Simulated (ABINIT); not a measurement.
# BSbSe3 (Pm-3m): from the cell to the phonon bands, part 3 of 6

How does BSbSe3 (Pm-3m) vibrate, and is this structure a minimum?

ABINIT 10.8.3; DFT LDA, scalar-relativistic, plane waves, HGH norm-conserving pseudopotentials.

So far. Step 4 (Relaxing the cell and atoms): The volume changes by -0.7 % in this run and stands +7.7 % from the first cell. Step 6 (Zone-centre response): The acoustic modes at Γ come out as far as 5.7 cm⁻¹ from zero, where they should vanish, a small numerical error. The lowest optical mode is imaginary, 360i cm⁻¹, an instability at this level and on this k mesh. The relaxed cell has a = 4.474 Å (conventional setting).

The structure was built from a prototype and need not be the compound's stable phase.

## Step 7: Modes with the sum rule

anaddb reads the merged derivatives and imposes the acoustic sum rule.

anaddb.abi reads:

```
ddb_filepath "gamma_DDB"
output_file "anaddb.abo"
outdata_prefix "anaddb"
asr 1
chneut 1
enunit 2
eivec 1
nph1l 1
qph1l 0.0 0.0 0.0 1.0
```

mrgddb.in reads:

```
gamma_DDB
merged
2
dfpt_gammao_DDB
gso_DDB
```

On the command line:

```bash
$ mrgddb < mrgddb.in > mrgddb.log
$ OMP_NUM_THREADS=1 anaddb anaddb.abi > anaddb.log
```

Numbers of over 12 decimals in the logs are rounded to 6 here.

anaddb.abo, the main output file:

```text
-outvars_anaddb: echo values of input variables ----------------------

 Miscellaneous information :
      enunit         2
       eivec         1
         asr         1
 First list of wavevector (reduced coord.) :
       nph1l         1
       qph1l
                     0.00000000E+00  0.00000000E+00  0.00000000E+00    1.000E+00

================================================================================

 read the DDB information and perform some checks

  ==== Info on the Cryst% object ====
 Real(R)+Recip(G) space primitive vectors, cartesian coordinates (Bohr,Bohr^-1):
 R(1)=  8.4554863  0.0000000  0.0000000  G(1)=  0.1182664  0.0000000  0.0000000
 R(2)=  0.0000000  8.4554863  0.0000000  G(2)=  0.0000000  0.1182664  0.0000000
 R(3)=  0.0000000  0.0000000  8.4554863  G(3)=  0.0000000  0.0000000  0.1182664
 Unit cell volume ucvol=  6.0452710E+02 bohr^3
 Angles (23,13,12)=  9.00000000E+01  9.00000000E+01  9.00000000E+01 degrees
 Time-reversal symmetry is present
 Reduced atomic positions [iatom, xred, symbol]:
    1)    0.0000000  0.0000000  0.0000000  Sb
    2)    0.5000000  0.5000000  0.5000000   B
    3)    0.5000000  0.5000000  0.0000000  Se
    4)    0.5000000  0.0000000  0.5000000  Se
    5)    0.0000000  0.5000000  0.5000000  Se

 DDB file with 3 blocks has been read.

================================================================================

 Treat the first list of vectors

  Phonon wavevector (reduced coordinates) :  0.00000  0.00000  0.00000
 Phonon energies in Hartree :
  -1.646782E-03 -1.646782E-03 -1.646782E-03 -3.337464E-04 -3.337464E-04
  -3.337464E-04  0.000000E+00  0.000000E+00  0.000000E+00  1.817119E-04
   1.817119E-04  1.817119E-04  7.217131E-04  7.217131E-04  7.217131E-04
 Phonon energies in meV     :
- -4.481122E+01 -4.481122E+01 -4.481122E+01 -9.081703E+00 -9.081703E+00
- -9.081703E+00  0.000000E+00  0.000000E+00  0.000000E+00  4.944632E+00
-  4.944632E+00  4.944632E+00  1.963881E+01  1.963881E+01  1.963881E+01
 Phonon frequencies in cm-1    :
- -3.614268E+02 -3.614268E+02 -3.614268E+02 -7.324888E+01 -7.324888E+01
- -7.324888E+01  0.000000E+00  0.000000E+00  0.000000E+00  3.988115E+01
-  3.988115E+01  3.988115E+01  1.583977E+02  1.583977E+02  1.583977E+02
 Phonon frequencies in Thz     :
- -1.083530E+01 -1.083530E+01 -1.083530E+01 -2.195946E+00 -2.195946E+00
- -2.195946E+00  0.000000E+00  0.000000E+00  0.000000E+00  1.195607E+00
-  1.195607E+00  1.195607E+00  4.748644E+00  4.748644E+00  4.748644E+00
 Phonon energies in Kelvin  :
- -5.200126E+02 -5.200126E+02 -5.200126E+02 -1.053888E+02 -1.053888E+02
- -1.053888E+02  0.000000E+00  0.000000E+00  0.000000E+00  5.738007E+01
-  5.738007E+01  5.738007E+01  2.278990E+02  2.278990E+02  2.278990E+02

 Eigendisplacements
 (will be given, for each mode : in cartesian coordinates
   for each atom the real part of the displacement vector,
   then the imaginary part of the displacement vector - absolute values smaller than 1.0d-7 are set to zero)
  Mode number    1   Energy   -1.646782E-03
 Attention : low frequency mode.
   (Could be unstable or acoustic mode)
-  1  0.00000000E+00  0.00000000E+00  2.74340067E-05
-     0.00000000E+00  0.00000000E+00  0.00000000E+00
-  2  0.00000000E+00  0.00000000E+00  6.86670678E-03
-     0.00000000E+00  0.00000000E+00  0.00000000E+00
-  3  0.00000000E+00  0.00000000E+00 -6.62923264E-04
-     0.00000000E+00  0.00000000E+00  0.00000000E+00
-  4  0.00000000E+00  0.00000000E+00 -1.59773674E-04
-     0.00000000E+00  0.00000000E+00  0.00000000E+00
-  5  0.00000000E+00  0.00000000E+00 -1.59773674E-04
-     0.00000000E+00  0.00000000E+00  0.00000000E+00
  Mode number    2   Energy   -1.646782E-03
 Attention : low frequency mode.
   (Could be unstable or acoustic mode)
-  1  0.00000000E+00  2.74340065E-05  0.00000000E+00
-     0.00000000E+00  0.00000000E+00  0.00000000E+00
-  2  6.38612335E-07  6.86670675E-03  0.00000000E+00
-     0.00000000E+00  0.00000000E+00  0.00000000E+00
-  3  0.00000000E+00 -1.59773673E-04  0.00000000E+00
-     0.00000000E+00  0.00000000E+00  0.00000000E+00
-  4  0.00000000E+00 -6.62923261E-04  0.00000000E+00
-     0.00000000E+00  0.00000000E+00  0.00000000E+00
-  5  0.00000000E+00 -1.59773673E-04  0.00000000E+00
-     0.00000000E+00  0.00000000E+00  0.00000000E+00
  Mode number    3   Energy   -1.646782E-03
 Attention : low frequency mode.
   (Could be unstable or acoustic mode)
-  1  2.74340065E-05  0.00000000E+00  0.00000000E+00
-     0.00000000E+00  0.00000000E+00  0.00000000E+00
-  2  6.86670675E-03 -6.38612335E-07  0.00000000E+00
-     0.00000000E+00  0.00000000E+00  0.00000000E+00
-  3 -1.59773673E-04  0.00000000E+00  0.00000000E+00
-     0.00000000E+00  0.00000000E+00  0.00000000E+00
-  4 -1.59773673E-04  0.00000000E+00  0.00000000E+00
-     0.00000000E+00  0.00000000E+00  0.00000000E+00
-  5 -6.62923261E-04  0.00000000E+00  0.00000000E+00
-     0.00000000E+00  0.00000000E+00  0.00000000E+00
  Mode number    4   Energy   -3.337464E-04
 Attention : low frequency mode.
   (Could be unstable or acoustic mode)
-  1  0.00000000E+00  0.00000000E+00 -1.73343098E-03
-     0.00000000E+00  0.00000000E+00  0.00000000E+00
-  2  0.00000000E+00  0.00000000E+00  8.82685128E-04
-     0.00000000E+00  0.00000000E+00  0.00000000E+00
-  3  0.00000000E+00  0.00000000E+00  6.93312595E-04
-     0.00000000E+00  0.00000000E+00  0.00000000E+00
-  4  0.00000000E+00  0.00000000E+00  9.29235976E-04
-     0.00000000E+00  0.00000000E+00  0.00000000E+00
-  5  0.00000000E+00  0.00000000E+00  9.29235976E-04
-     0.00000000E+00  0.00000000E+00  0.00000000E+00
  Mode number    5   Energy   -3.337464E-04
 Attention : low frequency mode.
   (Could be unstable or acoustic mode)
-  1  0.00000000E+00 -1.73343098E-03  0.00000000E+00
-     0.00000000E+00  0.00000000E+00  0.00000000E+00
-  2  0.00000000E+00  8.82685128E-04  0.00000000E+00
-     0.00000000E+00  0.00000000E+00  0.00000000E+00
-  3  0.00000000E+00  9.29235976E-04  0.00000000E+00
-     0.00000000E+00  0.00000000E+00  0.00000000E+00
-  4  0.00000000E+00  6.93312595E-04  0.00000000E+00
-     0.00000000E+00  0.00000000E+00  0.00000000E+00
-  5  0.00000000E+00  9.29235976E-04  0.00000000E+00
-     0.00000000E+00  0.00000000E+00  0.00000000E+00
  Mode number    6   Energy   -3.337464E-04
 Attention : low frequency mode.
   (Could be unstable or acoustic mode)
-  1  1.73343098E-03  0.00000000E+00  0.00000000E+00
-     0.00000000E+00  0.00000000E+00  0.00000000E+00
-  2 -8.82685128E-04  0.00000000E+00  0.00000000E+00
-     0.00000000E+00  0.00000000E+00  0.00000000E+00
-  3 -9.29235976E-04  0.00000000E+00  0.00000000E+00
-     0.00000000E+00  0.00000000E+00  0.00000000E+00
-  4 -9.29235976E-04  0.00000000E+00  0.00000000E+00
-     0.00000000E+00  0.00000000E+00  0.00000000E+00
-  5 -6.93312595E-04  0.00000000E+00  0.00000000E+00
-     0.00000000E+00  0.00000000E+00  0.00000000E+00
  Mode number    7   Energy    0.000000E+00
 Attention : low frequency mode.
   (Could be unstable or acoustic mode)
-  1  0.00000000E+00  0.00000000E+00  1.21848177E-03
-     0.00000000E+00  0.00000000E+00  0.00000000E+00
-  2  0.00000000E+00  0.00000000E+00  1.21860990E-03
-     0.00000000E+00  0.00000000E+00  0.00000000E+00
-  3  0.00000000E+00  0.00000000E+00  1.21862384E-03
-     0.00000000E+00  0.00000000E+00  0.00000000E+00
-  4  0.00000000E+00  0.00000000E+00  1.21857659E-03
-     0.00000000E+00  0.00000000E+00  0.00000000E+00
-  5  0.00000000E+00  0.00000000E+00  1.21857659E-03
-     0.00000000E+00  0.00000000E+00  0.00000000E+00
  Mode number    8   Energy    0.000000E+00
 Attention : low frequency mode.
   (Could be unstable or acoustic mode)
-  1  0.00000000E+00  1.21848177E-03  0.00000000E+00
-     0.00000000E+00  0.00000000E+00  0.00000000E+00
-  2  0.00000000E+00  1.21860990E-03  0.00000000E+00
-     0.00000000E+00  0.00000000E+00  0.00000000E+00
-  3  0.00000000E+00  1.21857659E-03  0.00000000E+00
-     0.00000000E+00  0.00000000E+00  0.00000000E+00
-  4  0.00000000E+00  1.21862384E-03  0.00000000E+00
-     0.00000000E+00  0.00000000E+00  0.00000000E+00
-  5  0.00000000E+00  1.21857659E-03  0.00000000E+00
-     0.00000000E+00  0.00000000E+00  0.00000000E+00
  Mode number    9   Energy    0.000000E+00
 Attention : low frequency mode.
   (Could be unstable or acoustic mode)
-  1  1.21848177E-03  0.00000000E+00  0.00000000E+00
-     0.00000000E+00  0.00000000E+00  0.00000000E+00
-  2  1.21860990E-03  0.00000000E+00  0.00000000E+00
-     0.00000000E+00  0.00000000E+00  0.00000000E+00
-  3  1.21857659E-03  0.00000000E+00  0.00000000E+00
-     0.00000000E+00  0.00000000E+00  0.00000000E+00
-  4  1.21857659E-03  0.00000000E+00  0.00000000E+00
-     0.00000000E+00  0.00000000E+00  0.00000000E+00
-  5  1.21862384E-03  0.00000000E+00  0.00000000E+00
-     0.00000000E+00  0.00000000E+00  0.00000000E+00
  Mode number   10   Energy    1.817119E-04
-  1  0.00000000E+00  0.00000000E+00  0.00000000E+00
-     0.00000000E+00  0.00000000E+00  0.00000000E+00
-  2  0.00000000E+00  0.00000000E+00  0.00000000E+00
-     0.00000000E+00  0.00000000E+00  0.00000000E+00
-  3  0.00000000E+00  0.00000000E+00  0.00000000E+00
-     0.00000000E+00  0.00000000E+00  0.00000000E+00
-  4  0.00000000E+00  0.00000000E+00 -1.86380890E-03
-     0.00000000E+00  0.00000000E+00  0.00000000E+00
-  5  0.00000000E+00  0.00000000E+00  1.86380890E-03
-     0.00000000E+00  0.00000000E+00  0.00000000E+00
  Mode number   11   Energy    1.817119E-04
-  1  0.00000000E+00  0.00000000E+00  0.00000000E+00
-     0.00000000E+00  0.00000000E+00  0.00000000E+00
-  2  0.00000000E+00  0.00000000E+00  0.00000000E+00
-     0.00000000E+00  0.00000000E+00  0.00000000E+00
-  3  0.00000000E+00 -1.86380890E-03  0.00000000E+00
-     0.00000000E+00  0.00000000E+00  0.00000000E+00
-  4  0.00000000E+00  0.00000000E+00  0.00000000E+00
-     0.00000000E+00  0.00000000E+00  0.00000000E+00
-  5  0.00000000E+00  1.86380890E-03  0.00000000E+00
-     0.00000000E+00  0.00000000E+00  0.00000000E+00
  Mode number   12   Energy    1.817119E-04
-  1  0.00000000E+00  0.00000000E+00  0.00000000E+00
-     0.00000000E+00  0.00000000E+00  0.00000000E+00
-  2  0.00000000E+00  0.00000000E+00  0.00000000E+00
-     0.00000000E+00  0.00000000E+00  0.00000000E+00
-  3  1.86380890E-03  0.00000000E+00  0.00000000E+00
-     0.00000000E+00  0.00000000E+00  0.00000000E+00
-  4 -1.86380890E-03  0.00000000E+00  0.00000000E+00
-     0.00000000E+00  0.00000000E+00  0.00000000E+00
-  5  0.00000000E+00  0.00000000E+00  0.00000000E+00
-     0.00000000E+00  0.00000000E+00  0.00000000E+00
  Mode number   13   Energy    7.217131E-04
-  1  0.00000000E+00  0.00000000E+00 -1.24279403E-04
-     0.00000000E+00  0.00000000E+00  0.00000000E+00
-  2  0.00000000E+00  0.00000000E+00  1.15193250E-03
-     0.00000000E+00  0.00000000E+00  0.00000000E+00
-  3  0.00000000E+00  0.00000000E+00  2.13128449E-03
-     0.00000000E+00  0.00000000E+00  0.00000000E+00
-  4  0.00000000E+00  0.00000000E+00 -1.04873619E-03
-     0.00000000E+00  0.00000000E+00  0.00000000E+00
-  5  0.00000000E+00  0.00000000E+00 -1.04873619E-03
-     0.00000000E+00  0.00000000E+00  0.00000000E+00
  Mode number   14   Energy    7.217131E-04
-  1  0.00000000E+00 -1.24279403E-04  0.00000000E+00
-     0.00000000E+00  0.00000000E+00  0.00000000E+00
-  2  0.00000000E+00  1.15193250E-03  0.00000000E+00
-     0.00000000E+00  0.00000000E+00  0.00000000E+00
-  3  0.00000000E+00 -1.04873619E-03  0.00000000E+00
-     0.00000000E+00  0.00000000E+00  0.00000000E+00
-  4  0.00000000E+00  2.13128449E-03  0.00000000E+00
-     0.00000000E+00  0.00000000E+00  0.00000000E+00
-  5  0.00000000E+00 -1.04873619E-03  0.00000000E+00
-     0.00000000E+00  0.00000000E+00  0.00000000E+00
  Mode number   15   Energy    7.217131E-04
-  1  1.24279403E-04  0.00000000E+00  0.00000000E+00
-     0.00000000E+00  0.00000000E+00  0.00000000E+00
-  2 -1.15193250E-03  0.00000000E+00  0.00000000E+00
-     0.00000000E+00  0.00000000E+00  0.00000000E+00
-  3  1.04873619E-03  0.00000000E+00  0.00000000E+00
-     0.00000000E+00  0.00000000E+00  0.00000000E+00
-  4  1.04873619E-03  0.00000000E+00  0.00000000E+00
-     0.00000000E+00  0.00000000E+00  0.00000000E+00
-  5 -2.13128449E-03  0.00000000E+00  0.00000000E+00
-     0.00000000E+00  0.00000000E+00  0.00000000E+00

 Analysis of degeneracies and characters (maximum tolerance=1.00E-06 a.u.)
 For each vibration mode, or group of modes if degenerate,
 the characters are given for each symmetry operation (see the list in the log file).
 Symmetry characters of vibration mode #   1
       degenerate with vibration modes #   2 to    3
  3.0 -3.0 -1.0  1.0 -1.0  1.0 -1.0  1.0  1.0 -1.0 -1.0  1.0  1.0 -1.0 -1.0  1.0
  0.0 -0.0  0.0 -0.0 -0.0  0.0 -0.0  0.0  1.0 -1.0 -1.0  1.0 -1.0  1.0  1.0 -1.0
  0.0 -0.0 -0.0  0.0 -0.0  0.0  0.0 -0.0  1.0 -1.0  1.0 -1.0 -1.0  1.0 -1.0  1.0
 Symmetry characters of vibration mode #   4
       degenerate with vibration modes #   5 to    6
  3.0 -3.0 -1.0  1.0 -1.0  1.0 -1.0  1.0  1.0 -1.0 -1.0  1.0  1.0 -1.0 -1.0  1.0
 -0.0  0.0 -0.0  0.0  0.0 -0.0  0.0 -0.0  1.0 -1.0 -1.0  1.0 -1.0  1.0  1.0 -1.0
 -0.0  0.0  0.0 -0.0  0.0 -0.0 -0.0  0.0  1.0 -1.0  1.0 -1.0 -1.0  1.0 -1.0  1.0
 Symmetry characters of vibration mode #   7
       degenerate with vibration modes #   8 to    9
  3.0 -3.0 -1.0  1.0 -1.0  1.0 -1.0  1.0  1.0 -1.0 -1.0  1.0  1.0 -1.0 -1.0  1.0
  0.0 -0.0  0.0 -0.0 -0.0  0.0 -0.0  0.0  1.0 -1.0 -1.0  1.0 -1.0  1.0  1.0 -1.0
  0.0 -0.0 -0.0  0.0 -0.0  0.0  0.0 -0.0  1.0 -1.0  1.0 -1.0 -1.0  1.0 -1.0  1.0
 Symmetry characters of vibration mode #  10
       degenerate with vibration modes #  11 to   12
  3.0 -3.0 -1.0  1.0 -1.0  1.0 -1.0  1.0 -1.0  1.0  1.0 -1.0 -1.0  1.0  1.0 -1.0
  0.0 -0.0  0.0 -0.0 -0.0  0.0 -0.0  0.0 -1.0  1.0  1.0 -1.0  1.0 -1.0 -1.0  1.0
  0.0 -0.0 -0.0  0.0 -0.0  0.0  0.0 -0.0 -1.0  1.0 -1.0  1.0  1.0 -1.0  1.0 -1.0
 Symmetry characters of vibration mode #  13
       degenerate with vibration modes #  14 to   15
  3.0 -3.0 -1.0  1.0 -1.0  1.0 -1.0  1.0  1.0 -1.0 -1.0  1.0  1.0 -1.0 -1.0  1.0
 -0.0  0.0  0.0 -0.0  0.0 -0.0  0.0 -0.0  1.0 -1.0 -1.0  1.0 -1.0  1.0  1.0 -1.0
 -0.0  0.0  0.0 -0.0  0.0 -0.0  0.0 -0.0  1.0 -1.0  1.0 -1.0 -1.0  1.0 -1.0  1.0
-
```

Elapsed: 0.51 s, on 1 thread of Arm Neoverse V1, shared host.

Read from the output:

```yaml
highest_optical_zone_centre_mode_no_lo_to_term: 158.4 cm⁻¹
lowest_optical_zone_centre_mode: -361.4 cm⁻¹
```

No LO-TO term; unit eigenvectors of the mass-weighted matrix, from anaddb's displacements. The modes at Γ (shares of kinetic energy by element, %) (negative means imaginary):

| mode | frequency (cm⁻¹) | symmetry | Sb % | B % | Se % |
| --- | --- | --- | --- | --- | --- |
| 1 | -361.4 | T1u | 0 | 93 | 7 |
| 2 | -361.4 | T1u | 0 | 93 | 7 |
| 3 | -361.4 | T1u | 0 | 93 | 7 |
| 4 | -73.2 | T1u | 67 | 2 | 32 |
| 5 | -73.2 | T1u | 67 | 2 | 32 |
| 6 | -73.2 | T1u | 67 | 2 | 32 |
| 7 | 0.0 | acoustic | 33 | 3 | 64 |
| 8 | 0.0 | acoustic | 33 | 3 | 64 |
| 9 | 0.0 | acoustic | 33 | 3 | 64 |
| 10 | 39.9 | T2u | 0 | 0 | 100 |
| 11 | 39.9 | T2u | 0 | 0 | 100 |
| 12 | 39.9 | T2u | 0 | 0 | 100 |
| 13 | 158.4 | T1u | 0 | 3 | 97 |
| 14 | 158.4 | T1u | 0 | 3 | 97 |
| 15 | 158.4 | T1u | 0 | 3 | 97 |

Displacements in mode 3 (-361.4 cm⁻¹), the largest set to 1:
```
Sb1  0.00  0.00  0.00
B2   1.00  0.00  0.00
Se3 -0.02  0.00  0.00
Se4 -0.02  0.00  0.00
Se5 -0.10  0.00  0.00
```

Displacements in mode 6 (-73.2 cm⁻¹), the largest set to 1:
```
Sb1  1.00  0.00  0.00
B2  -0.51  0.00  0.00
Se3 -0.54  0.00  0.00
Se4 -0.54  0.00  0.00
Se5 -0.40  0.00  0.00
```

The rule also moves an optical mode by 1.7 cm⁻¹.

## Step 8: Self-consistent run for the response

Scaled from the time of the run at Γ, the full q mesh would overrun the time at hand on this k mesh, so the ground state is made again on a coarser one.

gs.abi reads:

```
# ground state
tolvrs 1.0d-16
prtden 1
prtwf 1

# basis, mesh and filling
ecut 40.0
ixc 7
ngkpt 4 4 4
nshiftk 1
shiftk 0.0 0.0 0.0
istwfk *1
occopt 7
tsmear 0.01
nband 20
nstep 100
diemac 1000000.0
prtebands 0
prtgsr 0
useylm 1

# cell and atoms
acell 3*1.0 Angstrom
rprim 
    4.474450656 0.0 0.0
    0.0 4.474450656 0.0
    0.0 0.0 4.474450656
ntypat 3
znucl 51 5 34
natom 5
typat 1 2 3 3 3
xred 
    0.0 0.0 0.0
    0.5 0.5 0.5
    0.5 0.5 0.0
    0.5 0.0 0.5
    0.0 0.5 0.5
pp_dirpath "./pseudo"
pseudos "Sb.hgh, B.hgh, Se.hgh"
```

On the command line:

```bash
$ OMP_NUM_THREADS=1 mpirun -n 4 abinit gs.abi > gs.log
```

gs.abo, the main output file:

```text
[banners, grids, parts of the stress and lines that vanish by symmetry left out]
- input  file    -> gs.abi
- output file    -> gs.abo
- root for input  files -> gsi
[...]
Symmetries : space group Pm -3 m (#221); Bravais cP (primitive cubic)
[...]
mpw =        7400          nfft =      125000          nkpt =          10
[...]
== DATASET  1 ==================================================================
[...]
cutoff_energies: {ecut:  40.0, pawecutdg:  -1.0, }
[...]
Exchange-correlation functional for the present dataset will be:
  LDA: Perdew-Wang 92 LSD fit to Ceperley-Alder data - ixc=7
[...]
ETOT  1  -36.516156034238    -3.652E+01 5.561E-02 3.086E+03
 ETOT  2  -36.756079814956    -2.399E-01 1.519E-02 1.107E+03
 ETOT  3  -36.873719210913    -1.176E-01 5.960E-03 1.693E+01
 ETOT  4  -36.875368184617    -1.649E-03 4.298E-03 3.604E+00
 ETOT  5  -36.876073236410    -7.051E-04 3.763E-04 1.953E-02
[...]
ETOT 12  -36.876075325107     1.243E-12 3.783E-04 5.698E-16
 ETOT 13  -36.876075325107    -1.421E-14 8.557E-05 2.415E-18
 At SCF step   13       vres2   =  2.42E-18 < tolvrs=  1.00E-16 =>converged.
[...]
sigma(1 1)= -2.94248211E-05  sigma(3 2)=  0.00000000E+00
  sigma(2 2)= -2.94248211E-05  sigma(3 1)=  0.00000000E+00
  sigma(3 3)= -2.94248211E-05  sigma(2 1)=  0.00000000E+00
[...]
convergence: {deltae: -1.421E-14, res2:  2.415E-18, residm:  8.557E-05, diffor: null, }
etotal    :  -3.68760753E+01
[...]
sigma(1 1)= -2.94248211E-05  sigma(3 2)=  0.00000000E+00
  sigma(2 2)= -2.94248211E-05  sigma(3 1)=  0.00000000E+00
  sigma(3 3)= -2.94248211E-05  sigma(2 1)=  0.00000000E+00
[...]
- sigma(1 1)= -8.65708126E-01  sigma(3 2)=  0.00000000E+00
- sigma(2 2)= -8.65708126E-01  sigma(3 1)=  0.00000000E+00
- sigma(3 3)= -8.65708126E-01  sigma(2 1)=  0.00000000E+00
[...]
fcart     -0.0000000000E+00 -0.0000000000E+00 -0.0000000000E+00
           strten     -2.9424821111E-05 -2.9424821111E-05 -2.9424821111E-05
================================================================================

[key lines of the parts left out:]
pressure_GPa:   8.6571E-01
```

It took 20 s on 4 MPI ranks.

Read from the output:

* pressure: 0.8657 GPa

(Continued in part 4 of 6.)

[Host names and launcher messages were left out of these logs when they were recorded.]

[Logs are printed without paths, hosts, clocks, repeated set-up lines and the standing remarks that a program may print on its own settings, such as how far it seeks lower states.]

[Hosts, paths, dates, database ids (printed as entryN), source tags and the programs' standing remarks are cut or masked in the printed files.]
